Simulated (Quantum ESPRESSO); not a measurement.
## MnHg: the choice of smearing

How much do the magnetic results of MnHg hang on the smearing?

Calculated with Quantum ESPRESSO 7.5; PBE; plane waves with GBRV 1.5 PBE potentials, no spin-orbit coupling (settings of the first rung).

## (1) The structure

It takes space group Pm-3m (No. 221, cubic). Conventional cell: a = 3.315 Å, b = 3.315 Å, c = 3.315 Å, α = 90.00°, β = 90.00°, γ = 90.00°. Nearest to Mn lie 8 Hg at 2.87 Å. Nearest to Hg lie 8 Mn at 2.87 Å. Farther neighbours are not listed.

The cell comes from the Crystallography Open Database.

## (2) Rung 1, start ferro +

File pw.in:

```
&CONTROL
  calculation = 'scf'
  prefix = 'pwscf'
  outdir = './tmp'
  pseudo_dir = './pseudo'
  disk_io = 'nowf'
/
&SYSTEM
  ibrav = 0
  nat = 2
  ntyp = 2
  ecutwfc = 40
  ecutrho = 280
  nbnd = 22
  occupations = 'smearing'
  smearing = 'fd'
  degauss = 0.02204959
  nspin = 2
  starting_magnetization(1) = 0.2333
  starting_magnetization(2) = 0
/
&ELECTRONS
  conv_thr = 4d-09
  electron_maxstep = 150
  mixing_beta = 0.3
  diagonalization = 'paro'
/
ATOMIC_SPECIES
Mn     54.9380 mn_pbe_v1.5.uspp.F.UPF
Hg    200.5920 hg_pbe_v1.uspp.F.UPF
CELL_PARAMETERS angstrom
   3.3150000000    0.0000000000    0.0000000000
   0.0000000000    3.3150000000    0.0000000000
   0.0000000000    0.0000000000    3.3150000000
ATOMIC_POSITIONS crystal
Mn      0.5000000000    0.5000000000    0.5000000000
Hg      0.0000000000    0.0000000000    0.0000000000
K_POINTS automatic
8 8 8 0 0 0
```

The run is started by

```sh
> OMP_NUM_THREADS=1 mpirun -n 2 pw.x -nk 2 -in pw.in > pw.out
```

Output:

```text
Program PWSCF v.7.5 starts

     Message from routine setup:
     using ibrav=0 with symmetry is DISCOURAGED, use correct ibrav instead

     K-points division:     npool     =       2
     Subspace diagonalization in iterative solution of the eigenvalue problem:

     bravais-lattice index     =            0
     lattice parameter (alat)  =       6.2644  a.u.
     unit-cell volume          =     245.8370 (a.u.)^3
     number of atoms/cell      =            2
     number of atomic types    =            2
     number of electrons       =        27.00
     number of Kohn-Sham states=           22
     kinetic-energy cutoff     =      40.0000  Ry
     charge density cutoff     =     280.0000  Ry
     scf convergence threshold =      4.0E-09
     mixing beta               =       0.3000
     number of iterations used =            8  plain     mixing
     Exchange-correlation= SLA  PW   PBE  PBE
                           (   1   4   3   4   0   0   0)

     celldm(1)=   6.264442  celldm(2)=   0.000000  celldm(3)=   0.000000
     celldm(4)=   0.000000  celldm(5)=   0.000000  celldm(6)=   0.000000

     crystal axes: (cart. coord. in units of alat)
               a(1) = (   1.000000   0.000000   0.000000 )
               a(2) = (   0.000000   1.000000   0.000000 )
               a(3) = (   0.000000   0.000000   1.000000 )

     reciprocal axes: (cart. coord. in units 2 pi/alat)
               b(1) = (  1.000000  0.000000  0.000000 )
               b(2) = (  0.000000  1.000000  0.000000 )
               b(3) = (  0.000000  0.000000  1.000000 )

     PseudoPot. # 1 for Mn read from file:
     mn_pbe_v1.5.uspp.F.UPF
     Pseudo is Ultrasoft + core correction, Zval = 15.0

     PseudoPot. # 2 for Hg read from file:
     hg_pbe_v1.uspp.F.UPF
     Pseudo is Ultrasoft + core correction, Zval = 12.0

     atomic species   valence    mass     pseudopotential
     Mn               15.00    54.93800     Mn( 1.00)
     Hg               12.00   200.59200     Hg( 1.00)

     Starting magnetic structure
     atomic species   magnetization
     Mn              0.233
     Hg              0.000

     48 Sym. Ops., with inversion, found

   Cartesian axes

     site n.     atom                  positions (alat units)
         1        Mn     tau(   1) = (   0.5000000   0.5000000   0.5000000  )
         2        Hg     tau(   2) = (   0.0000000   0.0000000   0.0000000  )

     number of k points=    35  Fermi-Dirac smearing, width (Ry)=  0.0220
                       cart. coord. in units 2pi/alat
        k(    1) = (   0.0000000   0.0000000   0.0000000), wk =   0.0019531
        k(    2) = (   0.0000000   0.0000000   0.1250000), wk =   0.0117188
        k(    3) = (   0.0000000   0.0000000   0.2500000), wk =   0.0117188
        k(    4) = (   0.0000000   0.0000000   0.3750000), wk =   0.0117188
        k(    5) = (   0.0000000   0.0000000  -0.5000000), wk =   0.0058594
        [... 30 further k-points ...]

     Dense  grid:    19549 G-vectors     FFT dimensions: (  36,  36,  36)

     Smooth grid:     8385 G-vectors     FFT dimensions: (  25,  25,  25)

     Check: negative core charge=   -0.000026
     Generating pointlists ...
     new r_m :   0.3572 (alat units)  2.2379 (a.u.) for type    1
     new r_m :   0.3572 (alat units)  2.2379 (a.u.) for type    2

     Initial potential from superposition of free atoms

     starting charge      26.4999, renormalised to      27.0000
     Starting wfcs are   22 randomized atomic wfcs

     Self-consistent Calculation

     iteration #  1     ecut=    40.00 Ry     beta= 0.30
     ParO style diagonalization
     ethr =  1.00E-02,  avg # of iterations =  6.2

     total energy              =    -318.88909681 Ry
     estimated scf accuracy    <       0.39315460 Ry

     total magnetization       =     3.52 Bohr mag/cell
     absolute magnetization    =     3.63 Bohr mag/cell

     iteration #  2     ecut=    40.00 Ry     beta= 0.30
     ParO style diagonalization
     ethr =  1.46E-03,  avg # of iterations =  3.8

     total energy              =    -318.94766447 Ry
     estimated scf accuracy    <       0.02708776 Ry

     total magnetization       =     3.60 Bohr mag/cell
     absolute magnetization    =     3.74 Bohr mag/cell

     [... further iterations left out ...]

     iteration # 10     ecut=    40.00 Ry     beta= 0.30
     ParO style diagonalization
     ethr =  4.97E-10,  avg # of iterations =  4.7

     negative rho (up, down):  0.000E+00 1.894E-04

     total energy              =    -318.95486104 Ry
     estimated scf accuracy    <          7.5E-09 Ry

     total magnetization       =     3.79 Bohr mag/cell
     absolute magnetization    =     4.01 Bohr mag/cell

     iteration # 11     ecut=    40.00 Ry     beta= 0.30
     ParO style diagonalization
     ethr =  2.78E-11,  avg # of iterations =  4.8

     negative rho (up, down):  0.000E+00 1.891E-04

     Magnetic moment per site  (integrated on atomic sphere of radius R)
     atom   1 (R=0.357)  charge= 13.7274  magn=  3.7487
     atom   2 (R=0.357)  charge= 10.1775  magn= -0.0188

     End of self-consistent calculation

     [... lines left out ...]
     the Fermi energy is    13.8877 ev

!    total energy              =    -318.95486106 Ry
     estimated scf accuracy    <          3.1E-09 Ry
     smearing contrib. (-TS)   =      -0.03315321 Ry
     internal energy E=F+TS    =    -318.92170785 Ry

     The total energy is F=E-TS. E is the sum of the following terms:
     one-electron contribution =    -118.15444262 Ry
     hartree contribution      =      78.19853069 Ry
     xc contribution           =     -65.75291963 Ry
     ewald contribution        =    -213.21287629 Ry

     total magnetization       =     3.79 Bohr mag/cell
     absolute magnetization    =     4.01 Bohr mag/cell

     convergence has been achieved in  11 iterations

=------------------------------------------------------------------------------=
   JOB DONE.
=------------------------------------------------------------------------------=
```

It took 14 s on 2 MPI ranks of Intel Xeon Platinum 8559C (Emerald Rapids), shared host; peak memory 0.21 GiB.

Spin moment in the atom's sphere by atom:

```csv
atom,spin moment in the atom's sphere (μB)
Mn1,3.75
Hg2,-0.02
```

This step gave:

```
magnetization : 3.793 μB
final state   : ferromagnetic
```

## (3) Rung 1, start antiferro q=(0,1/2,1/2) +-

The wavevector q is in fractions of the reciprocal vectors of the crystal's primitive cell, as the cells of these inputs are built from it; moments change sign between cells as cos(2π q·R).

File pw.in:

```
&CONTROL
  calculation = 'scf'
  prefix = 'pwscf'
  outdir = './tmp'
  pseudo_dir = './pseudo'
  disk_io = 'nowf'
/
&SYSTEM
  ibrav = 0
  nat = 4
  ntyp = 3
  ecutwfc = 40
  ecutrho = 280
  nbnd = 36
  occupations = 'smearing'
  smearing = 'fd'
  degauss = 0.02204959
  nspin = 2
  starting_magnetization(1) = 0.2333
  starting_magnetization(2) = -0.2333
  starting_magnetization(3) = 0
/
&ELECTRONS
  conv_thr = 8d-09
  electron_maxstep = 150
  mixing_beta = 0.3
  diagonalization = 'paro'
/
ATOMIC_SPECIES
Mn1    54.9380 mn_pbe_v1.5.uspp.F.UPF
Mn2    54.9380 mn_pbe_v1.5.uspp.F.UPF
Hg    200.5920 hg_pbe_v1.uspp.F.UPF
CELL_PARAMETERS angstrom
   3.3150000000    0.0000000000    0.0000000000
   0.0000000000    6.6300000000    0.0000000000
   0.0000000000    3.3150000000    3.3150000000
ATOMIC_POSITIONS crystal
Mn1     0.5000000000    0.0000000000    0.5000000000
Mn2     0.5000000000    0.5000000000    0.5000000000
Hg      0.0000000000    0.0000000000    0.0000000000
Hg      0.0000000000    0.5000000000    0.0000000000
K_POINTS automatic
8 4 8 0 0 0
```

Output:

```text
     [... lines left out ...]
Program PWSCF v.7.5 starts
     [... lines left out ...]
     number of atoms/cell      =            4
     [... lines left out ...]
     number of electrons       =        54.00
     number of Kohn-Sham states=           36
     kinetic-energy cutoff     =      40.0000  Ry
     charge density cutoff     =     280.0000  Ry
     scf convergence threshold =      8.0E-09
     [... lines left out ...]
     16 Sym. Ops., with inversion, found ( 8 have fractional translation)
     [... lines left out ...]
     number of k points=    45  Fermi-Dirac smearing, width (Ry)=  0.0220
     [... lines left out ...]
     iteration # 13     ecut=    40.00 Ry     beta= 0.30
     [... lines left out ...]
     Magnetic moment per site  (integrated on atomic sphere of radius R)
     atom   1 (R=0.357)  charge= 13.7249  magn=  3.7606
     atom   2 (R=0.357)  charge= 13.7249  magn= -3.7606
     atom   3 (R=0.357)  charge= 10.1828  magn=  0.0000
     atom   4 (R=0.357)  charge= 10.1828  magn= -0.0000
     [... lines left out ...]
     the Fermi energy is    13.8691 ev
!    total energy              =    -637.90327252 Ry
     estimated scf accuracy    <          3.8E-10 Ry
     smearing contrib. (-TS)   =      -0.07147410 Ry
     [... lines left out ...]
     total magnetization       =    -0.00 Bohr mag/cell
     absolute magnetization    =     7.92 Bohr mag/cell
     convergence has been achieved in  13 iterations
```

Wall time 96 s (2 MPI ranks); peak memory 0.39 GiB; 3.2 min of CPU time.

Spin moment in the atom's sphere by atom:

```
atom  spin moment in the atom's sphere (μB)
 Mn1                                   3.76
 Mn2                                  -3.76
 Hg3                                   0.00
 Hg4                                   0.00
```

This step gave:

```
magnetization : 0 μB
final state   : antiferromagnetic
```

## (4) Rung 2, start ferro +

File pw.in:

```
&CONTROL
  calculation = 'scf'
  prefix = 'pwscf'
  outdir = './tmp'
  pseudo_dir = './pseudo'
  disk_io = 'nowf'
/
&SYSTEM
  ibrav = 0
  nat = 2
  ntyp = 2
  ecutwfc = 40
  ecutrho = 280
  nbnd = 22
  occupations = 'smearing'
  smearing = 'fd'
  degauss = 0.00734986
  nspin = 2
  starting_magnetization(1) = 0.2333
  starting_magnetization(2) = 0
/
&ELECTRONS
  conv_thr = 4d-09
  electron_maxstep = 150
  mixing_beta = 0.3
  diagonalization = 'paro'
/
ATOMIC_SPECIES
Mn     54.9380 mn_pbe_v1.5.uspp.F.UPF
Hg    200.5920 hg_pbe_v1.uspp.F.UPF
CELL_PARAMETERS angstrom
   3.3150000000    0.0000000000    0.0000000000
   0.0000000000    3.3150000000    0.0000000000
   0.0000000000    0.0000000000    3.3150000000
ATOMIC_POSITIONS crystal
Mn      0.5000000000    0.5000000000    0.5000000000
Hg      0.0000000000    0.0000000000    0.0000000000
K_POINTS automatic
8 8 8 0 0 0
```

Output:

```text
     [... lines left out ...]
Program PWSCF v.7.5 starts
     [... lines left out ...]
     number of atoms/cell      =            2
     [... lines left out ...]
     number of electrons       =        27.00
     number of Kohn-Sham states=           22
     kinetic-energy cutoff     =      40.0000  Ry
     charge density cutoff     =     280.0000  Ry
     scf convergence threshold =      4.0E-09
     [... lines left out ...]
     48 Sym. Ops., with inversion, found
     [... lines left out ...]
     number of k points=    35  Fermi-Dirac smearing, width (Ry)=  0.0073
     [... lines left out ...]
     iteration # 12     ecut=    40.00 Ry     beta= 0.30
     [... lines left out ...]
     Magnetic moment per site  (integrated on atomic sphere of radius R)
     atom   1 (R=0.357)  charge= 13.7124  magn=  3.8829
     atom   2 (R=0.357)  charge= 10.1819  magn= -0.0255
     [... lines left out ...]
     the Fermi energy is    13.9460 ev
!    total energy              =    -318.94021287 Ry
     estimated scf accuracy    <          1.6E-10 Ry
     smearing contrib. (-TS)   =      -0.00380187 Ry
     [... lines left out ...]
     total magnetization       =     3.91 Bohr mag/cell
     absolute magnetization    =     4.16 Bohr mag/cell
     convergence has been achieved in  12 iterations
```

The job ended after 16 s (2 MPI ranks; peak memory 0.21 GiB).

Read from the output:

* magnetization: 3.914 μB
* final state: ferromagnetic
* largest moment: 3.883 μB

## (5) Rung 2, start antiferro q=(0,1/2,1/2) +-

File pw.in:

```
&CONTROL
  calculation = 'scf'
  prefix = 'pwscf'
  outdir = './tmp'
  pseudo_dir = './pseudo'
  disk_io = 'nowf'
/
&SYSTEM
  ibrav = 0
  nat = 4
  ntyp = 3
  ecutwfc = 40
  ecutrho = 280
  nbnd = 36
  occupations = 'smearing'
  smearing = 'fd'
  degauss = 0.00734986
  nspin = 2
  starting_magnetization(1) = 0.2333
  starting_magnetization(2) = -0.2333
  starting_magnetization(3) = 0
/
&ELECTRONS
  conv_thr = 8d-09
  electron_maxstep = 150
  mixing_beta = 0.3
  diagonalization = 'paro'
/
ATOMIC_SPECIES
Mn1    54.9380 mn_pbe_v1.5.uspp.F.UPF
Mn2    54.9380 mn_pbe_v1.5.uspp.F.UPF
Hg    200.5920 hg_pbe_v1.uspp.F.UPF
CELL_PARAMETERS angstrom
   3.3150000000    0.0000000000    0.0000000000
   0.0000000000    6.6300000000    0.0000000000
   0.0000000000    3.3150000000    3.3150000000
ATOMIC_POSITIONS crystal
Mn1     0.5000000000    0.0000000000    0.5000000000
Mn2     0.5000000000    0.5000000000    0.5000000000
Hg      0.0000000000    0.0000000000    0.0000000000
Hg      0.0000000000    0.5000000000    0.0000000000
K_POINTS automatic
8 4 8 0 0 0
```

Output:

```text
     [... lines left out ...]
Program PWSCF v.7.5 starts
     [... lines left out ...]
     number of atoms/cell      =            4
     [... lines left out ...]
     number of electrons       =        54.00
     number of Kohn-Sham states=           36
     kinetic-energy cutoff     =      40.0000  Ry
     charge density cutoff     =     280.0000  Ry
     scf convergence threshold =      8.0E-09
     [... lines left out ...]
     16 Sym. Ops., with inversion, found ( 8 have fractional translation)
     [... lines left out ...]
     number of k points=    45  Fermi-Dirac smearing, width (Ry)=  0.0073
     [... lines left out ...]
     iteration # 13     ecut=    40.00 Ry     beta= 0.30
     [... lines left out ...]
     Magnetic moment per site  (integrated on atomic sphere of radius R)
     atom   1 (R=0.357)  charge= 13.7117  magn=  3.8840
     atom   2 (R=0.357)  charge= 13.7117  magn= -3.8840
     atom   3 (R=0.357)  charge= 10.1865  magn=  0.0000
     atom   4 (R=0.357)  charge= 10.1865  magn= -0.0000
     [... lines left out ...]
     the Fermi energy is    13.8814 ev
!    total energy              =    -637.87144066 Ry
     estimated scf accuracy    <          1.2E-10 Ry
     smearing contrib. (-TS)   =      -0.00844185 Ry
     [... lines left out ...]
     total magnetization       =     0.00 Bohr mag/cell
     absolute magnetization    =     8.18 Bohr mag/cell
     convergence has been achieved in  13 iterations
```

The job ended after 1.7 min (2 MPI ranks; peak memory 0.39 GiB; 3.4 min of CPU time).

Read from the output:

* magnetization: 0 μB
* final state: antiferromagnetic
* largest moment: 3.884 μB

## (6) Rung 3, start ferro +

File pw.in:

```
&CONTROL
  calculation = 'scf'
  prefix = 'pwscf'
  outdir = './tmp'
  pseudo_dir = './pseudo'
  disk_io = 'nowf'
/
&SYSTEM
  ibrav = 0
  nat = 2
  ntyp = 2
  ecutwfc = 40
  ecutrho = 280
  nbnd = 22
  occupations = 'smearing'
  smearing = 'fd'
  degauss = 0.00183747
  nspin = 2
  starting_magnetization(1) = 0.2333
  starting_magnetization(2) = 0
/
&ELECTRONS
  conv_thr = 4d-09
  electron_maxstep = 150
  mixing_beta = 0.3
  diagonalization = 'paro'
/
ATOMIC_SPECIES
Mn     54.9380 mn_pbe_v1.5.uspp.F.UPF
Hg    200.5920 hg_pbe_v1.uspp.F.UPF
CELL_PARAMETERS angstrom
   3.3150000000    0.0000000000    0.0000000000
   0.0000000000    3.3150000000    0.0000000000
   0.0000000000    0.0000000000    3.3150000000
ATOMIC_POSITIONS crystal
Mn      0.5000000000    0.5000000000    0.5000000000
Hg      0.0000000000    0.0000000000    0.0000000000
K_POINTS automatic
8 8 8 0 0 0
```

Output:

```text
     [... lines left out ...]
Program PWSCF v.7.5 starts
     [... lines left out ...]
     number of atoms/cell      =            2
     [... lines left out ...]
     number of electrons       =        27.00
     number of Kohn-Sham states=           22
     kinetic-energy cutoff     =      40.0000  Ry
     charge density cutoff     =     280.0000  Ry
     scf convergence threshold =      4.0E-09
     [... lines left out ...]
     48 Sym. Ops., with inversion, found
     [... lines left out ...]
     number of k points=    35  Fermi-Dirac smearing, width (Ry)=  0.0018
     [... lines left out ...]
     iteration # 12     ecut=    40.00 Ry     beta= 0.30
     [... lines left out ...]
     Magnetic moment per site  (integrated on atomic sphere of radius R)
     atom   1 (R=0.357)  charge= 13.7099  magn=  3.8944
     atom   2 (R=0.357)  charge= 10.1827  magn= -0.0317
     [... lines left out ...]
     the Fermi energy is    13.9478 ev
!    total energy              =    -318.93844264 Ry
     estimated scf accuracy    <          1.7E-09 Ry
     smearing contrib. (-TS)   =      -0.00023114 Ry
     [... lines left out ...]
     total magnetization       =     3.91 Bohr mag/cell
     absolute magnetization    =     4.18 Bohr mag/cell
     convergence has been achieved in  12 iterations
```

The job ended after 15 s (2 MPI ranks; peak memory 0.21 GiB).

Numbers from this step:

* magnetization: 3.91 μB
* final state: ferromagnetic
* largest moment: 3.894 μB

## (7) Rung 3, start antiferro q=(0,1/2,1/2) +-

File pw.in:

```
&CONTROL
  calculation = 'scf'
  prefix = 'pwscf'
  outdir = './tmp'
  pseudo_dir = './pseudo'
  disk_io = 'nowf'
/
&SYSTEM
  ibrav = 0
  nat = 4
  ntyp = 3
  ecutwfc = 40
  ecutrho = 280
  nbnd = 36
  occupations = 'smearing'
  smearing = 'fd'
  degauss = 0.00183747
  nspin = 2
  starting_magnetization(1) = 0.2333
  starting_magnetization(2) = -0.2333
  starting_magnetization(3) = 0
/
&ELECTRONS
  conv_thr = 8d-09
  electron_maxstep = 150
  mixing_beta = 0.3
  diagonalization = 'paro'
/
ATOMIC_SPECIES
Mn1    54.9380 mn_pbe_v1.5.uspp.F.UPF
Mn2    54.9380 mn_pbe_v1.5.uspp.F.UPF
Hg    200.5920 hg_pbe_v1.uspp.F.UPF
CELL_PARAMETERS angstrom
   3.3150000000    0.0000000000    0.0000000000
   0.0000000000    6.6300000000    0.0000000000
   0.0000000000    3.3150000000    3.3150000000
ATOMIC_POSITIONS crystal
Mn1     0.5000000000    0.0000000000    0.5000000000
Mn2     0.5000000000    0.5000000000    0.5000000000
Hg      0.0000000000    0.0000000000    0.0000000000
Hg      0.0000000000    0.5000000000    0.0000000000
K_POINTS automatic
8 4 8 0 0 0
```

Output:

```text
     [... lines left out ...]
Program PWSCF v.7.5 starts
     [... lines left out ...]
     number of atoms/cell      =            4
     [... lines left out ...]
     number of electrons       =        54.00
     number of Kohn-Sham states=           36
     kinetic-energy cutoff     =      40.0000  Ry
     charge density cutoff     =     280.0000  Ry
     scf convergence threshold =      8.0E-09
     [... lines left out ...]
     16 Sym. Ops., with inversion, found ( 8 have fractional translation)
     [... lines left out ...]
     number of k points=    45  Fermi-Dirac smearing, width (Ry)=  0.0018
     [... lines left out ...]
     iteration # 13     ecut=    40.00 Ry     beta= 0.30
     [... lines left out ...]
     Magnetic moment per site  (integrated on atomic sphere of radius R)
     atom   1 (R=0.357)  charge= 13.7104  magn=  3.8924
     atom   2 (R=0.357)  charge= 13.7104  magn= -3.8924
     atom   3 (R=0.357)  charge= 10.1869  magn=  0.0000
     atom   4 (R=0.357)  charge= 10.1869  magn= -0.0000
     [... lines left out ...]
     the Fermi energy is    13.8912 ev
!    total energy              =    -637.86716751 Ry
     estimated scf accuracy    <          1.8E-10 Ry
     smearing contrib. (-TS)   =      -0.00066756 Ry
     [... lines left out ...]
     total magnetization       =    -0.00 Bohr mag/cell
     absolute magnetization    =     8.21 Bohr mag/cell
     convergence has been achieved in  13 iterations
```

It took 97 s on 2 MPI ranks; peak memory 0.39 GiB; 3.2 min of CPU time.

Numbers from this step:

```
magnetization  : 0 μB
final state    : antiferromagnetic
largest moment : 3.892 μB
```

[end of part 1 of 2]

[Logs and program files are shortened in this print: banners, set-up blocks, solver, clock and traceback lines can be left out without a mark of their own.]

[Logs are printed without paths, hosts, clocks, repeated set-up lines and the standing remarks that a program may print on its own settings, such as how far it seeks lower states.]

[Hosts, paths, dates, database ids (printed as entryN), source tags and the programs' standing remarks are cut or masked in the printed files.]

[Where a cell is said to come from a database of computed structures, the database is the Materials Project.]
